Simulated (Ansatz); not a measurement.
## Quasiparticle gap of MoSSe/WS2 (van der Waals superlattice) (P3m1)

Wanted: the gap of MoSSe/WS2 (van der Waals superlattice) (P3m1) with a many-body correction, and the time that it takes.

Method: PBEsol, then G0W0 on it, plane waves, PAW, in Ansatz 0.2.0.

The structure was built from a prototype and need not be the compound's stable phase.

## 1. Set-up

The structure is trigonal, space group P3m1 (No. 156). Conventional cell: a = 3.219 Å, b = 3.219 Å, c = 12.530 Å, α = 90.00°, β = 90.00°, γ = 120.00°. Mo has 3 Se at 2.47 Å and 3 S at 2.47 Å nearest. Nearest to S lie 3 Mo at 2.47 Å. Nearest to Se lie 3 Mo at 2.47 Å. W has 6 S at 2.43 Å nearest. S has 3 W at 2.43 Å nearest. S has 3 W at 2.43 Å nearest. It derives from Mo1S1Se1. Farther neighbours and most contacts between anions are not listed.

The start is a generated structure, not a measured one. Spin-orbit coupling is left out unless a step names it.

The logs state that the PAW files were generated under PBE.

## 2. Relaxing the structure

The structure is relaxed first.

This step: DFT, PBEsol-D3(BJ), plane waves, PAW; PAW set soft_1.

File input.yaml:

```yaml
crystal:
  lattice:
    - [3.21875, 0.0, 0.0]
    - [-1.609375, 2.7875192684, 0.0]
    - [0.0, 0.0, 12.5299999991]
  atoms:
    - { symbol: Mo, position: [0.3333333333, 0.6666666667, 0.2549880287] }
    - { symbol: S, position: [0.6666666667, 0.3333333333, 0.3842777334] }
    - { symbol: Se, position: [0.6666666667, 0.3333333333, 0.125698324] }
    - { symbol: W, position: [0.0, 0.0, 0.7490023942] }
    - { symbol: S, position: [0.3333333333, 0.6666666667, 0.874301676] }
    - { symbol: S, position: [0.3333333333, 0.6666666667, 0.6237031124] }
kpoints:
  mp_grid: { grid: [9, 9, 2] }
hamiltonian:
  xc: pbesol
  dispersion: d3bj
  pseudopotentials: { kind: paw, azcp: { folder: soft_1 }, xc_functional: pbe }
scf:
  occupations: { method: fermi_dirac, width: 0.02 }
relax:
  f_tol: 0.01
  max_steps: 100
  cell: {}
```

Launch:

```sh
ansatz run input.yaml --threads 2 --pin off --max-ram 92160MiB --backend cuda --events-out ev --progress --plain --runs-dir out --devices 1 --max-vram 13GiB
```

Numbers of over 12 decimals in the logs are rounded to 6 here.

Output:

```text
GPUs: using 1 of 1 available (devices: 1).
Engine: ansatz 0.2.0, x86_64-unknown-linux-gnu
Pseudopotentials: kind: paw
Pseudopotential: Mo, paw, valence charge 14, recommended cutoff 420 eV (normal), soft_1/Mo.paw.azcp
Pseudopotential: S, paw, valence charge 6, recommended cutoff 420 eV (normal), soft_1/S.paw.azcp
Pseudopotential: Se, paw, valence charge 16, recommended cutoff 420 eV (normal), soft_1/Se.paw.azcp
Pseudopotential: W, paw, valence charge 14, recommended cutoff 420 eV (normal), soft_1/W.paw.azcp
Functional definition: PBEsol
  exchange = pbesol_x
  correlation = pbesol_c
device memory: the entry about to start is reckoned to put 1.5 GiB on a device that reports 48.5 GiB free (of which the cap on the GPU budget leaves the run 13.0 GiB)
GPU FFT provider: cuFFT
GPU libraries: cuBLAS 13.8.2, cuFFT 12.4.0, cuSOLVER 12.3.4
Crystal: 6 atoms, lattice volume = 112.423 Å³
Basis set: ecut = 420 eV, 2237 PW (Γ), exchange–correlation on 48×48×180 points (8 copies of the dense FFT grid, shifted against one another)
Bands: 38, of which v1, the nominal top of the filled ones, is band 31 counted from 1 (30 counted from 0)
Symmetry: 6 space group operations
Space group: P3m1 (ITA 156), of the structure as read, at distance tolerance 4.8e-5 Å
k-points: 24 of 162 (time reversal used)
Non-local potential: Mo, projectors of the file, l = 0: 3, l = 1: 2, l = 2: 2, l = 3: 1
Non-local potential: S, projectors of the file, l = 0: 2, l = 1: 2, l = 2: 1
Non-local potential: Se, projectors of the file, l = 0: 2, l = 1: 2, l = 2: 3, l = 3: 1
Non-local potential: W, projectors of the file, l = 0: 3, l = 1: 2, l = 2: 2, l = 3: 1
PAW form: soft (Blöchl's): semilocal exchange-correlation on the pseudo side does not see the compensation charge
PAW frozen core: Mo, regenerated for the run's functional, and the local potential with it (the file was generated under x = pbe(κ = 0.804, μ = 0.219515), c = pbe(β = 0.066725))
PAW frozen core: S, regenerated for the run's functional, and the local potential with it (the file was generated under x = pbe(κ = 0.804, μ = 0.219515), c = pbe(β = 0.066725))
PAW frozen core: Se, regenerated for the run's functional, and the local potential with it (the file was generated under x = pbe(κ = 0.804, μ = 0.219515), c = pbe(β = 0.066725))
PAW frozen core: W, regenerated for the run's functional, and the local potential with it (the file was generated under x = pbe(κ = 0.804, μ = 0.219515), c = pbe(β = 0.066725))
PAW one-centre angular grid: Mo, 590 points (default); XC on 64 Gauss nodes
PAW one-centre angular grid: S, 110 points (default); XC on 64 Gauss nodes
PAW one-centre angular grid: Se, 590 points (default); XC on 64 Gauss nodes
PAW one-centre angular grid: W, 590 points (default); XC on 64 Gauss nodes
Initial density: superposition of atomic densities (chi_scale 0.1, normalization cell), built separately for each of the 2 bonded fragments (scf.initial_density.interfragment_charge_transfer: auto; true builds it for the cell as a whole; a typed value also counts as a typed key of the start: scf.initial_density.chi_scale says what that changes, if anything)
Initial wavefunctions: pseudopotential atomic-orbital guess
GPU buffer pool allocated for 51840 grid points (all kernels)
GPU transforms: local potential and band sums: pruned to the plane-wave sphere, on 24×24×90
Functional: x = pbesol(κ = 0.804, μ = 0.123457), c = pbesol(β = 0.046)
SCF iter   1: F=—  HF=-23242.566630 eV  |F-HF|=—  |Δ(HF+E_count)|=         —  Δρ=4.54e-2  dr2=4.54e0  ethr=3.10e-3  ⟨swp⟩=8.7  Hψ=4443  notcnv=0
preconditioner: auto → Resta (q_TF=auto, 2.471 Å⁻¹)  ε∞=7.5  [insulator: Δε(μ)=0.657 eV  Ē_g=8.269 eV  σ=0.020 eV  W_gap=1.00  n_scr=38 (ndim 8)  ℏωp=21.0 eV  f_vac=0.006  D(μ)=0.00/eV (n_scr^D=0)  ε∞_Penn≈7.5]
SCF iter   2: F=—  HF=-23241.691340 eV  |F-HF|=—  |Δ(HF+E_count)|=   8.75e-1  Δρ=2.55e-2  dr2=1.36e0  ethr=3.10e-3  ⟨swp⟩=2.1  Hψ=1456  notcnv=0  defer=24
SCF iter   3: F=—  HF=-23241.329127 eV  |F-HF|=—  |Δ(HF+E_count)|=   3.62e-1  Δρ=4.14e-3  dr2=2.36e-2  ethr=2.19e-3  ⟨swp⟩=3.0  Hψ=1487  notcnv=0  defer=24
SCF iter   4: F=—  HF=-23241.329402 eV  |F-HF|=—  |Δ(HF+E_count)|=   2.75e-4  Δρ=1.06e-3  dr2=3.10e-3  ethr=3.81e-5  ⟨swp⟩=2.3  Hψ=1953  notcnv=0  defer=24
SCF iter   5: F=—  HF=-23241.328977 eV  |F-HF|=—  |Δ(HF+E_count)|=   4.25e-4  Δρ=5.18e-4  dr2=5.95e-4  ethr=5.00e-6  ⟨swp⟩=2.0  Hψ=1700  notcnv=0  defer=24
SCF iter   6: F=—  HF=-23241.329309 eV  |F-HF|=—  |Δ(HF+E_count)|=   3.32e-4  Δρ=1.82e-4  dr2=5.25e-5  ethr=9.59e-7  ⟨swp⟩=2.0  Hψ=1584  notcnv=0  defer=24
SCF iter   7: F=—  HF=-23241.329369 eV  |F-HF|=—  |Δ(HF+E_count)|=   5.92e-5  Δρ=4.88e-5  dr2=4.03e-6  ethr=8.47e-8  ⟨swp⟩=2.0  Hψ=1584  notcnv=0  defer=24
SCF iter   8: F=—  HF=-23241.329372 eV  |F-HF|=—  |Δ(HF+E_count)|=   3.10e-6  Δρ=1.09e-5  dr2=3.44e-7  ethr=6.50e-9  ⟨swp⟩=2.0  Hψ=1330  notcnv=0  defer=24
SCF iter   9: F=-23241.329372 eV  HF=-23241.329372 eV  |F-HF|=2.58e-8  |Δ(HF+E_count)|=   7.25e-8  Δρ=4.73e-6  dr2=5.23e-8  ethr=1.61e-10  ⟨swp⟩=5.0  Hψ=3281  notcnv=0
SCF 1 converged in 9 iterations: F = -23241.329372 eV  dr2 = 5.23e-8
  greatest PAW one-centre occupation: 1.000 electrons in one spin orbital (limit 2), on the Se atom at site 2 (counted from 0), in its partial waves of l = 2
relax step   1: F+E_penalty+E_count = -23241.32937178 eV  Δ(F+E_penalty+E_count) = +0.000e0 eV  max|allowed force component| = 2.467e0 eV/Å  Δτ_max = 0.0000 Å  P = -7.257 GPa  Ω = 112.423 Å³  (9 SCF iters, dr2 threshold 1.00e-7 eV, accepted)
[...]
relax step   2: F+E_penalty+E_count = -23241.50886339 eV  Δ(F+E_penalty+E_count) = -1.795e-1 eV  max|allowed force component| = 6.692e-1 eV/Å  Δτ_max = 0.1646 Å  P = +4.715 GPa  Ω = 97.574 Å³  energy of the carried Pulay correction = +3.622e-3 eV  (7 SCF iters, dr2 threshold 6.00e-7 eV, accepted)
[...]
relax step   3: F+E_penalty+E_count = -23241.65531008 eV  Δ(F+E_penalty+E_count) = -1.464e-1 eV  max|allowed force component| = 1.344e-1 eV/Å  Δτ_max = 0.0391 Å  P = -1.023 GPa  Ω = 102.507 Å³  energy of the carried Pulay correction = +2.363e-3 eV  (7 SCF iters, dr2 threshold 6.00e-7 eV, accepted)
[...]
relax step   4: F+E_penalty+E_count = -23241.66003615 eV  Δ(F+E_penalty+E_count) = -4.726e-3 eV  max|allowed force component| = 6.156e-2 eV/Å  Δτ_max = 0.0219 Å  P = -0.133 GPa  Ω = 101.001 Å³  energy of the carried Pulay correction = +2.741e-3 eV  (7 SCF iters, dr2 threshold 6.00e-7 eV, accepted)
[...]
relax step   5: F+E_penalty+E_count = -23241.66028067 eV  Δ(F+E_penalty+E_count) = -2.445e-4 eV  max|allowed force component| = 1.573e-2 eV/Å  Δτ_max = 0.0156 Å  P = -0.014 GPa  Ω = 101.134 Å³  energy of the carried Pulay correction = +2.707e-3 eV  (6 SCF iters, dr2 threshold 2.37e-7 eV, accepted)
[...]
relax step   6: F+E_penalty+E_count = -23241.66035634 eV  Δ(F+E_penalty+E_count) = -7.566e-5 eV  max|allowed force component| = 2.155e-3 eV/Å  Δτ_max = 0.0049 Å  P = +0.001 GPa  Ω = 101.134 Å³  energy of the carried Pulay correction = +2.707e-3 eV  (6 SCF iters, dr2 threshold 1.55e-8 eV, accepted)
[...]
relax step   7: F+E_penalty+E_count = -23241.65796773 eV  Δ(F+E_penalty+E_count) = +2.389e-3 eV  max|allowed force component| = 2.481e-3 eV/Å  Δτ_max = 0.0000 Å  P = -0.005 GPa  Ω = 101.134 Å³  stress off target by 6.87e-3 GPa  SCF on the basis re-selected at this cell (its energy is not comparable with the rows above)  (6 SCF iters)
basis re-selected at this cell: Δ(F+E_penalty+E_count) = +2.389e-3 eV, ΔP = -0.006 GPa vs the last step (what re-selecting the basis moved, of the pressure what is left beyond the Pulay correction that the steps carried, after the strain that the cell walked since its last selection, with what the two solves' SCF thresholds leave and, on support functions, any second-order correction that the steps lacked; it is no measure of the basis error at this ecutwfc). The dense FFT grid was sized anew with the basis: this SCF ran on 24×24×80 points, the steps before it on 24×24×90, so part of this shift can come from that change (see relax.cell in the input reference). [rest of the remark cut]
SCF converged after 6 iterations
Free energy (F): -23241.657968 eV
Harris-Foulkes:  -23241.657968 eV  (|F-HF|=1.09e-11)
Internal energy: -23241.657968 eV  (E = F + TS)
E sigma→0 (E₀):  -23241.657968 eV
Fermi energy:    13.589191 eV
--- Per-component energies (eV) ---
  E_band       = -603.050771
  E_kinetic    = 1279.899609
  E_local      = -6397.334451  (includes V_loc(G=0)·N_el)
  E_nonlocal   = -120.761497
  E_hartree    = 2986.083907
  E_xc         = -793.746571
  E_vxc        = -793.812779  (∫ρ·V_xc dr)
  E_paw        = -15468.632205  (= ΣΔE_a)
  E_vpaw       = -543.209272  (= ΣTr[D̂ρ^β])
  E_aug_tail   = -0.000165  (compensation charges beyond the density's cutoff)
  E_ewald      = -4726.225422
  E_disp       = -2.566630  (pairwise vdW)
  E_core_change = 1.625458  (= ΣΔE_core)
  E_smearing   = -0.000000  (= −TS)
  E_closure    = 0.000000  (closes the sum)
  Σ components = -23241.657968   (vs F -23241.657968, Δ=0.00e0)
--- Forces (eV/Å), atoms counted from 1 ---
  atom   1  Mo    -0.00000000     0.00000000    -0.00200460
  atom   2  S      0.00000000     0.00000000     0.00248054
  atom   3  Se     0.00000000     0.00000000    -0.00161580
  atom   4  W      0.00000000    -0.00000000     0.00200806
  atom   5  S      0.00000000     0.00000000     0.00095016
  atom   6  S      0.00000000     0.00000000    -0.00181976
  max |Σ_I F_I| component: 1.40e-6 eV/Å
--- Stress (GPa, compression-positive) ---
       -0.006873       0.000000       0.000000
        0.000000      -0.006873       0.000000
        0.000000       0.000000      -0.002088
  P = ⅓ Tr σ = -0.0053 GPa (-0.053 kbar)
--- Band table (eV; the first three rows and the last of 24) ---
  k-point 0: bands = [... 27 lower, 11.3470, 11.5648, 12.2773, 13.3110, 15.2517, 15.2517, 15.4171, 15.4171, ... 3 higher]
  k-point 1: bands = [... 27 lower, 11.3458, 11.3458, 12.7880, 13.2225, 15.2476, 15.2476, 15.4102, 15.4102, ... 3 higher]
  k-point 2: bands = [... 27 lower, 11.1082, 11.6226, 12.2838, 12.8198, 15.0547, 15.1929, 15.2325, 15.2965, ... 3 higher]
  k-point 23: bands = [... 27 lower, 9.9695, 10.0452, 12.4017, 12.4462, 14.2931, 14.3121, 14.9096, 15.1414, ... 3 higher]
--- Relaxed structure (6 steps of the walk, 6 accepted, 1 SCFs on fresh bases) ---
  F+E_penalty+E_count = -23241.65796773 eV   max|allowed force component| = 2.481e-3 eV/Å   (the final SCF, on the basis selected at the relaxed cell)
  cell:  # Å, volume = 101.1338 Å³
    - [3.146519, 0.0, 0]
    - [-1.573260, 2.724966, -8.364625141181698e-18]
    - [0, -3.759929274714989e-17, 11.795188]
  atoms:
    - { symbol: Mo, position: [0.333333, 0.666667, 0.260223] }
    - { symbol: S, position: [0.666667, 0.333333, 0.390266] }
    - { symbol: Se, position: [0.666667, 0.333333, 0.115068] }
    - { symbol: W, position: [-1.8516405163498094e-17, -1.9557077531820982e-17, 0.748850] }
    - { symbol: S, position: [0.333333, 0.666667, 0.880967] }
    - { symbol: S, position: [0.333333, 0.666667, 0.616597] }
```

Wall time 13 s (1 × NVIDIA H100 80GB HBM3 (shared by 6 runs) with 2 threads of AMD EPYC 7R13 (Zen 3), shared host); peak memory 1 GiB.

Relaxation path:

| step | energy less that of the first step (eV) | largest force component (eV/Å) | pressure (GPa) | volume (Å³) |
| --- | --- | --- | --- | --- |
| 1 | 0.0000 | 2.4666 | -7.26 | 112.42 |
| 2 | -0.1795 | 0.6692 | 4.71 | 97.57 |
| 3 | -0.3259 | 0.1344 | -1.02 | 102.51 |
| 4 | -0.3307 | 0.0616 | -0.13 | 101.00 |
| 5 | -0.3309 | 0.0157 | -0.01 | 101.13 |
| 6 | -0.3310 | 0.0022 | 0.00 | 101.13 |
| 7* | -0.3286 | 0.0025 | -0.01 | 101.13 |

Relaxation steps marked * repeat the geometry before them on a plane-wave basis chosen anew for their cell, so energy and pressure can jump there.

The run keeps the 6 symmetry operations that it works with, so distortions that break them were not tested.

| conventional cell, symmetrised | before | after | change |
| --- | --- | --- | --- |
| a (Å) | 3.219 | 3.147 | -2.2 % |
| b (Å) | 3.219 | 3.147 | -2.2 % |
| c (Å) | 12.530 | 11.795 | -5.9 % |
| volume (Å³/atom) | 18.74 | 16.86 | -10.0 % |

The atoms that moved most (Å, as changes of fractional coordinates times the final cell):

| atom | dx | dy | dz | length |
| --- | --- | --- | --- | --- |
| Se3 | 0.000 | 0.000 | -0.125 | 0.125 |
| S6 | 0.000 | 0.000 | -0.084 | 0.084 |
| S5 | 0.000 | 0.000 | 0.079 | 0.079 |
| S2 | 0.000 | 0.000 | 0.071 | 0.071 |
| Mo1 | 0.000 | 0.000 | 0.062 | 0.062 |

Final coordinates:

```xyz
6
Lattice="3.1465 0.0000 0.0000 -1.5733 2.7250 0.0000 0.0000 0.0000 11.7952" Properties=species:S:1:pos:R:3 pbc="T T T"
Mo    0.0000    1.8166    3.0694
S     1.5733    0.9083    4.6033
Se    1.5733    0.9083    1.3572
W     0.0000    0.0000    8.8328
S     0.0000    1.8166   10.3912
S     0.0000    1.8166    7.2729
```

The program's warnings for this run: band table not solved further.

(Continued in part 2 of 3.)

[Paths, hosts, dates, memory and timing lines, banners, echoed tables and standing remarks are left out of the program output.]

[Logs are printed without paths, hosts, clocks, repeated set-up lines and the standing remarks that a program may print on its own settings, such as how far it seeks lower states.]

[Runs of the session that timed out or met a known fault of the program may be left out.]

[Cells called generated may have been cut or substituted from an entry of the Crystallography Open Database or the Materials Project.]

[Hosts, paths, dates, database ids (printed as entryN), source tags and the programs' standing remarks are cut or masked in the printed files.]

[Where an RPA ε∞ is given, it is that of the G0W0 mesh and is not shown converged in it. Names of k-points follow the symmetry that the program found, which can be lower than the space group named. Band edges on a path are those of the sampled points; other points can move an edge, and change direct to indirect where valleys lie close.]

[Hybrid gaps are those of their k-mesh and are not shown converged in it.]
